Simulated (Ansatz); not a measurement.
In doubt: masses and optical values from hybrid runs of this build are listed as unsure (in some of the runs), which bears on the screening that GW takes from such a start.

Two G0W0 runs on Bi2Se3 (Paraguanajuatite).

The structure is trigonal, space group R-3m (No. 166). Conventional cell: a = 4.143 Å, b = 4.143 Å, c = 28.636 Å, α = 90.00°, β = 90.00°, γ = 120.00°. Bi has 6 Se at 2.85 to 3.07 Å nearest. Nearest to Se lie 6 Bi at 3.07 Å. Nearest to Se lie 3 Bi at 2.85 Å. Farther neighbours and most contacts between anions are not listed.

```
Bi Se
1.0
     2.07150    1.19598    9.54533
    -2.07150    1.19598    9.54533
     0.00000   -2.39196    9.54533
Bi Se
2 3
Direct
  0.40080 0.40080 0.40080
  0.59920 0.59920 0.59920
  0.00000 0.00000 0.00000
  0.21170 0.21170 0.21170
  0.78830 0.78830 0.78830
```

The cell and positions come from the Crystallography Open Database and are kept as given unless a step says otherwise. Spin-orbit coupling is left out unless a run names it.

The first (Ansatz 0.2.0; start PBE with 20 % exact exchange, 4×4×4 mesh, 591 empty bands, screening to 150 eV, PAW set soft_1 files; 1 × NVIDIA H100 80GB HBM3 (shared by 6 runs) with 3 threads of AMD EPYC 7R13 (Zen 3), shared host) gave, on its mesh: starting gap 0.98 eV, G0W0 gap 0.76 eV, RPA ε∞ (mean) 12.85, 2.1 min.

**Question.** The second changes start from PBE with 20 % exact exchange to Hartree-Fock. What does it give?

It gave: starting gap 5.20 eV, G0W0 gap 1.82 eV, RPA ε∞ (mean) 4.71, 2.9 min. The G0W0 gap moves by +1.06 eV, +4.22 eV from the start and −3.15 eV from the correction. Σc changes by +0.13 eV at the valence top and +0.22 eV at the conduction bottom, and Σx − Vxc between them by −3.24 eV.

Limits: not at the basis limit; no spin-orbit coupling.

[Paths, hosts, dates, memory and timing lines, banners, echoed tables and standing remarks are left out of the program output.]

[Logs are printed without paths, hosts, clocks, repeated set-up lines and the standing remarks that a program may print on its own settings, such as how far it seeks lower states.]

[Runs of the session that timed out or met a known fault of the program may be left out.]

[Cells called generated may have been cut or substituted from an entry of the Crystallography Open Database or the Materials Project.]

[Hosts, paths, dates, database ids (printed as entryN), source tags and the programs' standing remarks are cut or masked in the printed files.]
